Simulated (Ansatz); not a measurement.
# Se on Ta(110): change of the work function, part 2 of 3

How does Se on the hollow site change the work function of Ta(110) as the layer fills?

Ansatz 0.2.0; plane-wave DFT, PBE, Ansatz PAW.

So far, work function, upper face (eV): step 2 (the clean slab) 4.77.

**3. The covered slab, k-mesh 6×6×1, coverage 0.25 ML**

System of this step: Se/Ta(110). The cell holds 17 atoms: 16 Ta and 1 Se. Cell: a = 5.733 Å, b = 5.733 Å, c = 27.460 Å, α = 90.0°, β = 90.0°, γ = 70.5°. Vacuum lies along c.

The clean slab as it ended is repeated in the plane and the adsorbate is set on one face; the cell's size fixes the coverage, and the k-mesh shrinks with it to keep the sampling density about even. Adsorbate and upper layers relax, since the dipole depends on the height.

Contents of input.yaml:

```yaml
crystal:
  lattice:
    - [4.6810468914, -3.31, 0.0]
    - [4.6810468914, 3.31, 0.0]
    - [0.0, 0.0, 27.4604677894]
  atoms:
    - { symbol: Ta, position: [0.0, 0.0, 0.3277438705] }
    - { symbol: Ta, position: [0.25, 0.25, 0.4129763387] }
    - { symbol: Ta, position: [0.0, 0.0, 0.4982961445] }
    - { symbol: Ta, position: [0.25, 0.25, 0.5802085131] }
    - { symbol: Ta, position: [0.0, 0.5, 0.3277438705] }
    - { symbol: Ta, position: [0.25, 0.75, 0.4129763387] }
    - { symbol: Ta, position: [0.0, 0.5, 0.4982961445] }
    - { symbol: Ta, position: [0.25, 0.75, 0.5802085131] }
    - { symbol: Ta, position: [0.5, 0.0, 0.3277438705] }
    - { symbol: Ta, position: [0.75, 0.25, 0.4129763387] }
    - { symbol: Ta, position: [0.5, 0.0, 0.4982961445] }
    - { symbol: Ta, position: [0.75, 0.25, 0.5802085131] }
    - { symbol: Ta, position: [0.5, 0.5, 0.3277438705] }
    - { symbol: Ta, position: [0.75, 0.75, 0.4129763387] }
    - { symbol: Ta, position: [0.5, 0.5, 0.4982961445] }
    - { symbol: Ta, position: [0.75, 0.75, 0.5802085131] }
    - { symbol: Se, position: [0.42, 0.42, 0.6722561295] }
kpoints:
  mp_grid: { grid: [6, 6, 1] }
hamiltonian:
  xc: pbe
scf:
  occupations: { method: fermi_dirac, width: 0.1 }
  convergence: { dr2_threshold: 1.0e-08 }
efield:
  axis: 3
  dipole_correction: true
  ramp_position: 0.97
  ramp_width: 0.06
relax:
  f_tol: 0.02
  max_steps: 60
  constraints: [{ sites: [0, 1, 4, 5, 8, 9, 12, 13] }]
output:
  dos: { projected: true, e_range: [-8, 4] }
  write_potential: true
  write_density: true
  volumetric_format: npy
  elf: true
```

On the command line:

```
$ ansatz run input.yaml --threads 4 --pin off --max-ram 6144MiB --backend cpu --events-out ev --progress --plain --runs-dir out
```

Numbers of over 12 decimals in the logs are rounded to 6 here.

The program printed:

```text
[...]
Crystal: 17 atoms, lattice volume = 850.960 Å³
Basis set: ecut = 420 eV, 16691 PW (Γ), exchange–correlation on 80×80×384 points (8 copies of the dense FFT grid, shifted against one another)
Bands: 135, of which v1, the nominal top of the filled ones, is band 112 counted from 1 (111 counted from 0)
Symmetry: 2 space group operations
[...]
k-points: 13 of 36 (time reversal used)
[...]
SCF iter   1: F=—  HF=-164378.211629 eV  |F-HF|=—  |Δ(HF+E_count)|=         —  Δρ=7.37e-3  dr2=1.11e1  ethr=1.77e-3  p=-0.088 e·Å  D=-1.87e-2 V/Å  ΔV_dip=0.51 eV  dr2_dipole=1.26e0  V_vac-E_F(+/−)=5.48/4.96 eV  ⟨swp⟩=9.9  Hψ=8674  notcnv=0  defer=1
[...]
SCF iter   9: F=-164377.889038 eV  HF=-164377.889038 eV  |F-HF|=1.97e-8  |Δ(HF+E_count)|=   1.13e-7  Δρ=7.04e-7  dr2=6.70e-9  ethr=4.46e-12  p=-0.098 e·Å  D=-2.08e-2 V/Å  ΔV_dip=0.57 eV  dr2_dipole=2.14e-11  V_vac-E_F(+/−)=5.36/4.79 eV  ⟨swp⟩=15.3  Hψ=14155  notcnv=0
SCF 1 converged in 9 iterations: F = -164377.889038 eV  dr2 = 6.70e-9
[...]
relax step   1: F+E_penalty+E_count = -164377.88903803 eV  Δ(F+E_penalty+E_count) = +0.000e0 eV  max|allowed force component| = 3.326e0 eV/Å  Δτ_max = 0.0000 Å  (9 SCF iters, accepted)
[...]
SCF iter   1: F=—  HF=-164378.801427 eV  |F-HF|=—  |Δ(HF+E_count)|=         —  Δρ=4.31e-3  dr2=6.82e-1  ethr=2.61e-4  p=-0.098 e·Å  D=-2.08e-2 V/Å  ΔV_dip=0.57 eV  dr2_dipole=1.31e-2  V_vac-E_F(+/−)=5.36/4.79 eV  ⟨swp⟩=2.0  Hψ=5854  notcnv=0  defer=12
[...]
eigensolver tolerance schedule calibrated: the retry pair's looser diagonalisation under-reported the residual by θ = 0.14 (0.13/decade); ethr = c·dr2/N_el runs at the constant in force after the calibration composes with the one it found (an armed cap, an earlier calibration), c = 5.7e-2
[...]
SCF iter   2: F=—  HF=-164378.744977 eV  |F-HF|=—  |Δ(HF+E_count)|=   5.64e-2  Δρ=2.03e-3  dr2=8.27e-2  ethr=1.74e-4  p=-0.043 e·Å  D=-9.07e-3 V/Å  ΔV_dip=0.25 eV  dr2_dipole=1.11e-3  V_vac-E_F(+/−)=5.04/4.79 eV  ⟨swp⟩=2.8  Hψ=3388  notcnv=0  defer=12
[...]
SCF iter  10: F=-164378.728694 eV  HF=-164378.728694 eV  |F-HF|=8.24e-9  |Δ(HF+E_count)|=   7.19e-9  Δρ=2.80e-7  dr2=1.21e-9  ethr=2.55e-12  p=-0.056 e·Å  D=-1.18e-2 V/Å  ΔV_dip=0.32 eV  dr2_dipole=5.31e-11  V_vac-E_F(+/−)=5.12/4.79 eV  ⟨swp⟩=14.8  Hψ=13134  notcnv=0
SCF 2 converged in 10 iterations: F = -164378.728694 eV  dr2 = 1.21e-9
relax step   2: F+E_penalty+E_count = -164378.72869429 eV  Δ(F+E_penalty+E_count) = -8.397e-1 eV  max|allowed force component| = 2.547e0 eV/Å  Δτ_max = 0.1949 Å  (10 SCF iters, accepted)
SCF iter   1: F=—  HF=-164379.223167 eV  |F-HF|=—  |Δ(HF+E_count)|=         —  Δρ=3.35e-3  dr2=4.99e-1  ethr=2.51e-3  p=-0.056 e·Å  D=-1.18e-2 V/Å  ΔV_dip=0.32 eV  dr2_dipole=3.63e-2  V_vac-E_F(+/−)=5.12/4.79 eV  ⟨swp⟩=4.5  Hψ=3429  notcnv=0  defer=14
[...]
SCF iter  10: F=-164379.179539 eV  HF=-164379.179539 eV  |F-HF|=5.56e-9  |Δ(HF+E_count)|=   1.46e-8  Δρ=2.02e-7  dr2=6.21e-10  ethr=4.46e-12  p=-0.020 e·Å  D=-4.36e-3 V/Å  ΔV_dip=0.12 eV  dr2_dipole=6.11e-11  V_vac-E_F(+/−)=4.91/4.79 eV  ⟨swp⟩=9.8  Hψ=11453  notcnv=0
SCF 3 converged in 10 iterations: F = -164379.179539 eV  dr2 = 6.21e-10
relax step   3: F+E_penalty+E_count = -164379.17953942 eV  Δ(F+E_penalty+E_count) = -4.508e-1 eV  max|allowed force component| = 9.242e-1 eV/Å  Δτ_max = 0.1950 Å  (10 SCF iters, accepted)
[...]
relax step   4: F+E_penalty+E_count = -164379.34365851 eV  Δ(F+E_penalty+E_count) = -1.641e-1 eV  max|allowed force component| = 4.384e-1 eV/Å  Δτ_max = 0.1947 Å  (9 SCF iters, accepted)
[...]
relax step   5: F+E_penalty+E_count = -164379.42557869 eV  Δ(F+E_penalty+E_count) = -8.192e-2 eV  max|allowed force component| = 2.810e-1 eV/Å  Δτ_max = 0.1949 Å  (10 SCF iters, accepted)
[...]
relax step   6: F+E_penalty+E_count = -164379.46356023 eV  Δ(F+E_penalty+E_count) = -3.798e-2 eV  max|allowed force component| = 1.127e-1 eV/Å  Δτ_max = 0.1941 Å  (10 SCF iters, accepted)
[...]
relax step   7: F+E_penalty+E_count = -164379.47628652 eV  Δ(F+E_penalty+E_count) = -1.273e-2 eV  max|allowed force component| = 3.460e-2 eV/Å  Δτ_max = 0.1360 Å  (8 SCF iters, accepted)
SCF iter   1: F=—  HF=-164379.478362 eV  |F-HF|=—  |Δ(HF+E_count)|=         —  Δρ=5.80e-4  dr2=5.50e-3  ethr=1.54e-5  p=-0.006 e·Å  D=-1.30e-3 V/Å  ΔV_dip=0.04 eV  dr2_dipole=1.70e-4  V_vac-E_F(+/−)=4.84/4.80 eV  ⟨swp⟩=3.1  Hψ=3423  notcnv=0  defer=13
[...]
SCF iter   7: F=-164379.477636 eV  HF=-164379.477636 eV  |F-HF|=1.88e-8  |Δ(HF+E_count)|=   7.31e-8  Δρ=6.94e-7  dr2=6.67e-9  ethr=4.46e-12  p=-0.006 e·Å  D=-1.29e-3 V/Å  ΔV_dip=0.04 eV  dr2_dipole=1.71e-11  V_vac-E_F(+/−)=4.84/4.80 eV  ⟨swp⟩=13.5  Hψ=14466  notcnv=0
SCF 8 converged in 7 iterations: F = -164379.477636 eV  dr2 = 6.67e-9
relax step   8: F+E_penalty+E_count = -164379.47763607 eV  Δ(F+E_penalty+E_count) = -1.350e-3 eV  max|allowed force component| = 6.923e-3 eV/Å  Δτ_max = 0.0357 Å  (7 SCF iters, accepted)
NSCF: frozen V_eff on 13 k-points
[...]
SCF converged after 7 iterations
Free energy (F): -164379.477636 eV
[...]
Internal energy: -164378.737708 eV  (E = F + TS)
E sigma→0 (E₀):  -164379.107672 eV
Entropy (-TS):   -0.739928 eV (-43.525 meV/atom)
Fermi energy:    3.652317 eV
Dipole field:    D = -0.001284 V/Å  (p = -0.006037 e·Å, saw-weighted, corrected)
Work function:   Φ+ = 4.8384 eV   Φ− = 4.8031 eV
[...]
--- Forces (eV/Å), atoms counted from 1 ---
  atom   1  Ta     0.00077347    -0.00000000     0.34498927
  atom   2  Ta    -0.00128166     0.00000000    -0.33985403
  atom   3  Ta    -0.00131592     0.00000000    -0.00496346
  atom   4  Ta    -0.00349576     0.00000000     0.00205579
  atom   5  Ta     0.00060767    -0.00052467     0.38996142
  atom   6  Ta    -0.00367203    -0.03515070    -0.44495875
  atom   7  Ta    -0.00039083     0.00100738    -0.00083805
  atom   8  Ta     0.00517213     0.00575072     0.00692260
  atom   9  Ta     0.00060767     0.00052467     0.38996142
  atom  10  Ta    -0.00367203     0.03515070    -0.44495875
  atom  11  Ta    -0.00039083    -0.00100738    -0.00083805
  atom  12  Ta     0.00517213    -0.00575072     0.00692260
  atom  13  Ta     0.00007922    -0.00000000     0.44230267
  atom  14  Ta    -0.00775899     0.00000000    -0.33855446
  atom  15  Ta     0.00359237    -0.00000000     0.00168099
  atom  16  Ta     0.00015603    -0.00000000    -0.00423282
  atom  17  Se     0.00582476    -0.00000000    -0.00560227
  max |Σ_I F_I| component: 7.39e-6 eV/Å
--- Band table (eV; the first three rows and the last of 13) ---
  k-point 0: bands = [... 108 lower, 3.6254, 3.8773, 4.0190, 4.0609, 4.1406, 4.2117, 4.7496, 4.7794, ... 19 higher]
  k-point 1: bands = [... 108 lower, 3.5408, 3.7155, 3.7464, 3.9122, 3.9972, 4.3052, 4.3350, 4.4537, ... 19 higher]
  k-point 2: bands = [... 108 lower, 3.3075, 3.4144, 3.4621, 3.5278, 3.5952, 3.6034, 3.6868, 3.7794, ... 19 higher]
  k-point 12: bands = [... 108 lower, 3.4828, 3.6361, 3.7889, 3.8072, 3.8112, 3.8995, 3.9931, 4.0432, ... 19 higher]
--- Relaxed structure (8 steps of the walk, 8 accepted, 0 SCFs on fresh bases) ---
  F+E_penalty+E_count = -164379.47763607 eV   max|allowed force component| = 6.923e-3 eV/Å
  atoms:
    - { symbol: Ta, position: [0.0, 0.0, 0.3277438705] }
    - { symbol: Ta, position: [0.250000, 0.250000, 0.4129763387] }
    - { symbol: Ta, position: [-0.000278247, -0.000278247, 0.496503] }
    - { symbol: Ta, position: [0.255350, 0.255350, 0.580993] }
    - { symbol: Ta, position: [-2.7755575615628914e-17, 0.5, 0.3277438705] }
    - { symbol: Ta, position: [0.25, 0.750000, 0.4129763387] }
    - { symbol: Ta, position: [-0.000338763, 0.499722, 0.498300] }
    - { symbol: Ta, position: [0.229194, 0.769714, 0.582057] }
    - { symbol: Ta, position: [0.5, -2.7755575615628914e-17, 0.3277438705] }
    - { symbol: Ta, position: [0.750000, 0.25, 0.4129763387] }
    - { symbol: Ta, position: [0.499722, -0.000338763, 0.498300] }
    - { symbol: Ta, position: [0.769714, 0.229194, 0.582057] }
    - { symbol: Ta, position: [0.500000, 0.500000, 0.3277438705] }
    - { symbol: Ta, position: [0.750000, 0.750000, 0.4129763387] }
    - { symbol: Ta, position: [0.499659, 0.499659, 0.499544] }
    - { symbol: Ta, position: [0.743440, 0.743440, 0.581003] }
    - { symbol: Se, position: [0.498702, 0.498702, 0.649736] }
```

Wall time 4.3 min (4 threads of Intel Xeon Platinum 8488C (Sapphire Rapids), shared host); peak memory 3.2 GiB; 16 min of CPU time.

Step by step:

```tsv
step	energy less that of the first step (eV)	largest force component (eV/Å)
1	0.0000	3.3264
2	-0.8397	2.5473
3	-1.2905	0.9242
4	-1.4546	0.4384
5	-1.5365	0.2810
6	-1.5745	0.1127
7	-1.5872	0.0346
8	-1.5886	0.0069
```

The run keeps the 2 symmetry operations that it works with, so distortions that break them were not tested.

The atoms that moved most (Å):

```tsv
atom	dx	dy	dz	length
Se17	0.737	0.000	-0.618	0.962
Ta8	-0.005	0.134	0.051	0.143
Ta12	-0.005	-0.134	0.051	0.143
Ta16	-0.061	0.000	0.022	0.065
Ta4	0.050	0.000	0.022	0.055
Ta3	-0.003	0.000	-0.049	0.049
Ta15	-0.003	0.000	0.034	0.034
```

The relaxed structure:

```xyz
17
Lattice="4.6810 -3.3100 0.0000 4.6810 3.3100 0.0000 0.0000 0.0000 27.4605" Properties=species:S:1:pos:R:3
Ta    0.0000    0.0000    9.0000
Ta    2.3405    0.0000   11.3405
Ta   -0.0026    0.0000   13.6342
Ta    2.3906    0.0000   15.9543
Ta    2.3405    1.6550    9.0000
Ta    4.6810    1.6550   11.3405
Ta    2.3376    1.6552   13.6836
Ta    4.6759    1.7891   15.9835
Ta    2.3405   -1.6550    9.0000
Ta    4.6810   -1.6550   11.3405
Ta    2.3376   -1.6552   13.6836
Ta    4.6759   -1.7891   15.9835
Ta    4.6810    0.0000    9.0000
Ta    7.0216    0.0000   11.3405
Ta    4.6779    0.0000   13.7177
Ta    6.9602    0.0000   15.9546
Se    4.6689    0.0000   17.8420
```

This step gave:

```yaml
energy_at_zero_smearing: -164379.1077 eV
work_function_upper_face: 4.838 eV
work_function_lower_face: 4.803 eV
dipole_along_the_normal: -0.006037 e·Å
step_between_the_vacuum_levels: 0.03525 eV
```

Running mean over 2.341 Å of the planar mean; the ramp of the sawtooth is left out. Electron's electrostatic potential energy less the Fermi level against z:

```tsv
z (Å)	electron's electrostatic potential energy less the Fermi level (eV)
3.5	4.80
4.0	4.80
4.5	4.80
5.0	4.78
5.5	4.74
6.0	4.61
6.5	4.20
7.0	2.97
7.5	-0.255
8.0	-5.20
8.5	-8.88
9.0	-10.1
9.5	-10.1
10.0	-10.0
10.5	-10.0
11.0	-9.98
11.5	-9.98
12.0	-9.98
12.5	-9.97
13.0	-9.95
13.5	-9.96
14.0	-10.1
14.5	-10.4
15.0	-10.5
15.5	-10.4
16.0	-10.3
16.5	-9.42
17.0	-6.14
17.5	-1.69
18.0	1.27
18.5	2.70
19.0	3.61
19.5	4.30
20.0	4.71
20.5	4.81
21.0	4.83
21.5	4.84
22.0	4.84
22.5	4.84
23.0	4.84
23.5	4.84
24.0	4.84
```

The density of states has structure finer than the step of the table below, so its rows give means over 0.25 eV, whole bins alone (the curve runs from -8 to 1.98 eV). Peaks (eV: height): -1.920: 21.4, -1.410: 47.1, -1.110: 36.7, -1.020: 41.3, -0.690: 26.8, -0.270: 29.9, 0.330: 23.5.

Table of density of states by energy, zero at the Fermi level; means over each step:

energy (eV), density of states (states/eV a cell) and a bar:
```
    -7.75        0.0 
    -7.50        0.1 
    -7.25        0.9 #
    -7.00        0.9 #
    -6.75        1.0 #
    -6.50        1.0 #
    -6.25        1.5 ##
    -6.00        2.5 ###
    -5.75        2.4 ###
    -5.50        2.7 ###
    -5.25        1.6 ##
    -5.00        4.3 #####
    -4.75        4.4 #####
    -4.50        7.4 ########
    -4.25        8.6 #########
    -4.00       13.4 ###############
    -3.75       12.6 ##############
    -3.50       11.4 #############
    -3.25       13.6 ###############
    -3.00       17.5 ###################
    -2.75       15.8 #################
    -2.50       13.4 ###############
    -2.25       11.2 ############
    -2.00       11.0 ############
    -1.75        9.2 ##########
    -1.50       26.9 ##############################
    -1.25       26.4 #############################
    -1.00       26.5 #############################
    -0.75       24.0 ##########################
    -0.50       24.8 ###########################
    -0.25       27.2 ##############################
     0.00       22.7 #########################
     0.25       18.0 ####################
     0.50        8.8 ##########
     0.75        9.2 ##########
     1.00       11.8 #############
     1.25       10.6 ############
     1.50        9.8 ###########
     1.75       10.1 ###########
```

Projected DOS per atom over height of the atomic layer and energy from the Fermi level. Layers: Ta4 Ta4 Ta4 Ta4 Se from below.

Ten even steps from '0' (0.00 states/eV) to '9' (2.03 states/eV), each cell a mean:
```
42230
32230
42130
43230
85571
96671
87772
78861
22234
23345
45534
34435
23328
12339
11123
00011
00000
00000
00000
00000
00000
00000
```
Columns: height of the atomic layer (Å) from 9 to 17.8 (not evenly spaced); rows upwards: energy from the Fermi level (eV) from -7.96 to 1.95.

ELF in the ca plane at fractional y = 0.499, with atoms of Ta and Se within 0.2 Å of it. It is the smooth field of the valence electrons, not physical close to the nuclei.

Values, 8 rows by 16 columns, each cell a mean:
```
0.57 0.38 0.40 0.38 0.50 0.49 0.37 0.38 0.35 0.07 0.01 0.00 0.00 0.00 0.00 0.00
0.33 0.43 0.32 0.45 0.32 0.31 0.42 0.32 0.36 0.32 0.15 0.02 0.00 0.00 0.00 0.00
0.39 0.39 0.32 0.43 0.33 0.33 0.42 0.30 0.64 0.75 0.56 0.12 0.01 0.00 0.00 0.00
0.51 0.40 0.41 0.38 0.50 0.51 0.36 0.38 0.58 0.61 0.77 0.23 0.01 0.00 0.00 0.00
0.57 0.38 0.39 0.38 0.49 0.50 0.37 0.36 0.63 0.69 0.74 0.21 0.01 0.00 0.00 0.00
0.33 0.42 0.32 0.45 0.32 0.31 0.43 0.30 0.58 0.68 0.46 0.09 0.00 0.00 0.00 0.00
0.39 0.39 0.33 0.43 0.33 0.33 0.39 0.32 0.32 0.20 0.08 0.01 0.00 0.00 0.00 0.00
0.50 0.40 0.42 0.37 0.50 0.50 0.38 0.41 0.37 0.07 0.00 0.00 0.00 0.00 0.00 0.00
```
Columns run along c (16.0 Å, from fractional 0.32 to 0.91 of the cell), rows up along a (5.7 Å). Atoms in or near the plane, at fractional coordinates: Ta at (0.33, 0.00), Ta at (0.50, 0.00), Ta at (0.33, 0.50), Ta at (0.50, 0.50), Se at (0.65, 0.50).

Valence density in the ca plane at fractional y = 0.499, with atoms of Ta and Se within 0.2 Å of it. It is the smooth field of the valence electrons, not physical close to the nuclei.

Ten steps, logarithmic in the rise over the least value, from '0' (0 e/Å³) to '9' (26 e/Å³), each cell a mean:
```
66531111111356642111110000000000000000000000
55321111111245431111110000000000000000000000
22111111111122211111111000000000000000000000
11111111111111111111111110000000000000000000
22111111111122211111111122100000000000000000
55321111111245531111112344310000000000000000
66531111111356652111112589521000000000000000
66531111111366652111112699631000000000000000
55421111111255542111112477421000000000000000
33211111111133321111111233210000000000000000
11111111111111111111111111100000000000000000
11111111111111111111111000000000000000000000
33211111111133321111110000000000000000000000
65421111111356542111110000000000000000000000
66531111111466652111110000000000000000000000
```
Columns run along c (16.0 Å, from fractional 0.32 to 0.91 of the cell), rows up along a (5.7 Å). Atoms in or near the plane, at fractional coordinates: Ta at (0.33, 0.00), Ta at (0.50, 0.00), Ta at (0.33, 0.50), Ta at (0.50, 0.50), Se at (0.65, 0.50).

Electrostatic potential energy in the ca plane at fractional y = 0.499, with atoms of Ta and Se within 0.2 Å of it. With pseudopotentials it is smooth inside the atoms' cores, unlike the true potential.

Ten even steps from '0' (-55 eV) to '9' (8 eV), each cell a mean:
```
00268999998510037999999999999999999999999999
33589999998743368999899999999999999999999999
77899988999877789998899999999999999999999999
88999988899988899998889999999999999999999999
77899988999877789998899888899999999999999999
33589999999753358999998666689999999999999999
00268999998510037899997677679999999999999999
00268999998510026899997678679999999999999999
11479999998631147999997666679999999999999999
55789998999865578999998766799999999999999999
88899988899988889998899999999999999999999999
88899988899988889998889999999999999999999999
55789988999865578998899999999999999999999999
11479999998620147999999999999999999999999999
00168999998500027899999999999999999999999999
```
Columns run along c (16.0 Å, from fractional 0.32 to 0.91 of the cell; values clipped at the 3rd and 97th percentile), rows up along a (5.7 Å). Atoms in or near the plane, at fractional coordinates: Ta at (0.33, 0.00), Ta at (0.50, 0.00), Ta at (0.33, 0.50), Ta at (0.50, 0.50), Se at (0.65, 0.50).

The relaxation took 8 steps and lowered the energy by 1.6 eV; the largest force on the free atoms ends at 0.0069 eV/Å.

By hand: a sheet of dipoles makes a step −p/(ε₀A) in the electron's potential. With e/ε₀ = 180.95 V·Å, p = -0.006037 e·Å and A = 30.99 Å², that is −180.95 × (-0.006037) / 30.99 = +0.035 eV, and the two vacuum levels of the run differ by +0.035 eV.

The covered face has 4.84 eV, +0.07 eV against the clean one; the bare back face has moved by -0.01 eV, a measure of how thin the slab is.

[end of part 2 of 3]

[Logs are printed without paths, hosts, clocks, repeated set-up lines and the standing remarks that a program may print on its own settings, such as how far it seeks lower states.]

[Hosts, paths, dates, database ids (printed as entryN), source tags and the programs' standing remarks are cut or masked in the printed files.]

[Maps of the electrostatic potential energy from Ansatz leave out the sawtooth potential of an applied field or a dipole correction, so their vacuum need not be flat; planar profiles and work functions include it.]
